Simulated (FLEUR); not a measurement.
# LaBRh3: parallel and opposed starts, part 2 of 2

Does LaBRh3 prefer parallel or opposed moments?

FLEUR MaX-R8.1; LDA (VWN); all-electron FLAPW, Dirac cores, scalar-relativistic bands.

So far. Step 2 (Start 1: ferro +++): After 25 cycles the seed has died away: no moment is left. Step 3 (Start 2: ferri ++-): It ends in the same state without moments as the first start; the 7.4e-5 meV a seeded atom between them is numerical noise.

### 4. Start 3: no spin polarisation

Without spin polarisation no moment can form, so the difference from the other runs is what forming moments gains.

inp.xml

```
<?xml version="1.0" encoding="UTF-8" standalone="no"?>
<fleurInput fleurInputVersion="0.39">
   <comment>
      LaBRh3
   </comment>
   <calculationSetup>
      <cutoffs Kmax="4.26" Gmax="12.8" GmaxXC="12.8" numbands="0"/>
      <scfLoop itmax="90" minDistance="0.00002" maxIterBroyd="15" imix="Anderson" alpha="0.05" precondParam="0.0" spinf="2.0" sdNocoIR="T"/>
      <coreElectrons ctail="T" frcor="F" kcrel="0" coretail_lmax="0"/>
      <xcFunctional name="vwn" relativisticCorrections="F"/>
      <magnetism jspins="1"/>
      <soc l_soc="F" theta="0.0" phi="0.0" spav="F"/>
      <expertModes spex="0" secvar="F"/>
      <geometryOptimization l_f="F" forcealpha="1.0" forcemix="BFGS" epsdisp="0.00001" epsforce="0.00001"/>
      <ldaU l_linMix="F" mixParam="0.05" spinf="1.0"/>
   </calculationSetup>
   <cell>
      <bzIntegration valenceElectrons="59.0" mode="hist" fermiSmearingEnergy="0.00293995">
         <kPointListSelection listName="default-1"/>
         <xi:include xmlns:xi="http://www.w3.org/2001/XInclude" href="kpts.xml"> </xi:include>
      </bzIntegration>
      <xi:include xmlns:xi="http://www.w3.org/2001/XInclude" href="sym.xml"> </xi:include>
      <bulkLattice scale="1.0">
         <bravaisMatrix>
            <row-1>    8.0162182205531991     0.0000000000000000     0.0000000000000000</row-1>
            <row-2>    0.0000000000000000     8.0162182205531991     0.0000000000000000</row-2>
            <row-3>    0.0000000000000000     0.0000000000000000     8.0162182205531991</row-3>
         </bravaisMatrix>
      </bulkLattice>
   </cell>
   <atomSpecies>
      <species name="Lanthanum (La)" element="La" atomicNumber="57">
         <mtSphere radius="2.8" gridPoints="925" logIncrement="0.014"/>
         <atomicCutoffs lmax="10" lnonsphr="8"/>
         <electronConfig flipSpins="F">
            <coreConfig>(1s1/2) (2s1/2) (2p1/2) (2p3/2) (3s1/2) (3p1/2) (3p3/2) (4s1/2) (3d3/2) (3d5/2) (4p1/2) (4p3/2) (4d3/2) (4d5/2)</coreConfig>
            <valenceConfig>(5s1/2) (5p1/2) (5p3/2) (6s1/2) (5d3/2) (5d5/2)</valenceConfig>
            <stateOccupation state="(5d3/2)" spinUp="0.200000" spinDown="0.200000"/>
            <stateOccupation state="(5d5/2)" spinUp="0.300000" spinDown="0.300000"/>
         </electronConfig>
         <energyParameters s="6" p="6" d="5" f="4"/>
         <lo type="SCLO" l="0" n="5" eDeriv="0"/>
         <lo type="SCLO" l="1" n="5" eDeriv="0"/>
      </species>
      <species name="Boron (B)" element="B" atomicNumber="5">
         <mtSphere radius="1.41" gridPoints="467" logIncrement="0.022"/>
         <atomicCutoffs lmax="6" lnonsphr="4"/>
         <electronConfig flipSpins="F">
            <coreConfig>(1s1/2)</coreConfig>
            <valenceConfig>(2s1/2) (2p1/2) (2p3/2)</valenceConfig>
            <stateOccupation state="(2p1/2)" spinUp="0.166667" spinDown="0.166667"/>
            <stateOccupation state="(2p3/2)" spinUp="0.333333" spinDown="0.333333"/>
         </electronConfig>
         <energyParameters s="2" p="2" d="3" f="4"/>
      </species>
      <species name="Rhodium (Rh)" element="Rh" atomicNumber="45">
         <mtSphere radius="2.5" gridPoints="827" logIncrement="0.015"/>
         <atomicCutoffs lmax="10" lnonsphr="8"/>
         <electronConfig flipSpins="F">
            <coreConfig>(1s1/2) (2s1/2) (2p1/2) (2p3/2) (3s1/2) (3p1/2) (3p3/2) (4s1/2) (3d3/2) (3d5/2)</coreConfig>
            <valenceConfig>(4p1/2) (4p3/2) (5s1/2) (4d3/2) (4d5/2)</valenceConfig>
            <stateOccupation state="(5s1/2)" spinUp="0.500000" spinDown="0.500000"/>
            <stateOccupation state="(4d3/2)" spinUp="1.600000" spinDown="1.600000"/>
            <stateOccupation state="(4d5/2)" spinUp="2.400000" spinDown="2.400000"/>
         </electronConfig>
         <energyParameters s="5" p="5" d="4" f="4"/>
         <lo type="SCLO" l="1" n="4" eDeriv="0"/>
      </species>
   </atomSpecies>
   <atomGroups>
      <atomGroup species="Lanthanum (La)">
         <relPos label="                   1">.0000000000 .0000000000 .0000000000</relPos>
         <force calculate="T" relaxXYZ="TTT"/>
      </atomGroup>
      <atomGroup species="Boron (B)">
         <relPos label="                   2">1.000/2.000 1.000/2.000 1.000/2.000</relPos>
         <force calculate="T" relaxXYZ="TTT"/>
      </atomGroup>
      <atomGroup species="Rhodium (Rh)">
         <relPos label="                   3">.0000000000 1.000/2.000 1.000/2.000</relPos>
         <relPos label="                   4">1.000/2.000 .0000000000 1.000/2.000</relPos>
         <relPos label="                   5">1.000/2.000 1.000/2.000 .0000000000</relPos>
         <force calculate="T" relaxXYZ="TTT"/>
      </atomGroup>
   </atomGroups>
   <output dos="F" band="F" slice="F">
      <bandDOS minEnergy="-.5*Htr" maxEnergy="0.5*Htr" sigma="0.015" storeEVData="T"/>
      <plotting iplot="0" polar="F">
         <plot TwoD="T" vec1="  1.0  0.0  0.0" vec2="  0.0  1.0  0.0" vec3="  0.0  0.0  1.0" zero="  0.0  0.0  0.0" file="plot"/>
      </plotting>
      <moessbauerParams electricFieldGradient="F" isomerShift="F" coreHyperfine="F" valenceHyperfine="F"/>
   </output>
</fleurInput>
```

crystal.txt

```
LaBRh3
&input film=F cartesian=F /
4.24200000000  0.00000000000  0.00000000000
0.00000000000  4.24200000000  0.00000000000
0.00000000000  0.00000000000  4.24200000000
1.8897261246
1.0 1.0 1.0

5
57 0.00000000000  0.00000000000  0.00000000000
5 0.50000000000  0.50000000000  0.50000000000
45 0.00000000000  0.50000000000  0.50000000000
45 0.50000000000  0.00000000000  0.50000000000
45 0.50000000000  0.50000000000  0.00000000000

&kpt div1=6 div2=6 div3=6 gamma=T /
```

Run with:

```sh
> OMP_NUM_THREADS=1 inpgen -f crystal.txt > inpgen.log  # inp.xml is then edited as shown
> OMP_NUM_THREADS=1 mpirun -n 4 fleur_MPI > fleur.log
```

The program printed:

```text
[banner, memory and clock lines left out]
Welcome to FLEUR        (www.flapw.de)
      MaX-Release 8.1          (www.max-centre.eu)

 ========== k-point set info ==========
 Selected k-point list: default-1
 k-point list type: mesh
 6 x 6 x 6
 Number of k points: 20

 [... set-up left out ...]
 Iteration:     1   Distance:      20.51397599 me/bohr^3
 Iteration:     2   Distance:      16.35495156 me/bohr^3
 Iteration:     3   Distance:       6.15906254 me/bohr^3
 Iteration:     4   Distance:       4.32075556 me/bohr^3
 Iteration:     5   Distance:       2.98250411 me/bohr^3
[...]
<FermiEnergy value="0.4587365611" units="Htr"/>
         [... left out ...]
         <totalEnergy value="   -22858.2131437875" units="Htr">
            <sumOfEigenvalues value="   -13779.2031632334">
               <coreElectrons value="-13766.9810423052"/>
               <valenceElectrons value="-12.2221209282"/>
            </sumOfEigenvalues>
         [... left out ...]
            <freeEnergy value="-22858.2157516614"/>
            <extrapolationTo0K value="-22858.2144477244"/>
         </totalEnergy>
         <densityConvergence units="me/bohr^3">
            <chargeDensity spin="1" distance="0.0000105658"/>
         </densityConvergence>
      </iteration>
```

Run time: 15 s. Hardware: 4 MPI ranks of AMD EPYC 9R45, shared host; peak memory 0.31 GiB; 61 s of CPU time.

Numbers from this step:

- free energy: -622003.7377 eV
- program's band gap on this mesh (in a metal only a level spacing): 2.07e-4 eV
- final state: non-magnetic (no spin polarisation)

It ends in the same state without moments as the first start; the 5.4e-6 meV a seeded atom between them is numerical noise.

### 5. Ranking

Free energies are divided by the number of seeded atoms.

Orders:

| start | final state | typed order kept | energy over the lowest (meV a seeded atom) | largest sphere moment (μB) | net moment (μB a primitive cell) | mesh matched | CPU time (s) |
| --- | --- | --- | --- | --- | --- | --- | --- |
| ferro +++ | non-magnetic | no | 0 | 0 | 0 | yes | 149.9 |
| ferri ++- | non-magnetic | no | 7.44e-5 | 0 | 0 | yes | 310.3 |
| no spin polarisation | non-magnetic | - | 0 | 0 | 0 | yes | 60.82 |

### 6. Outcome

```yaml
lowest_state_found: non-magnetic (typed ferro +++)
largest_site_spin_moment: 0 μB
```

**Reading.** The lowest state carries no moment above 0.15 μB, and no start kept one. Only 3 starts were tried; other patterns of signs, canted and longer-period orders were not.

[Logs and program files are shortened in this print: banners, set-up blocks, solver, clock and traceback lines can be left out without a mark of their own.]

[Logs are printed without paths, hosts, clocks, repeated set-up lines and the standing remarks that a program may print on its own settings, such as how far it seeks lower states.]

[Hosts, paths, dates, database ids (printed as entryN), source tags and the programs' standing remarks are cut or masked in the printed files.]

[Where a cell is said to come from a database of computed structures, the database is the Materials Project.]
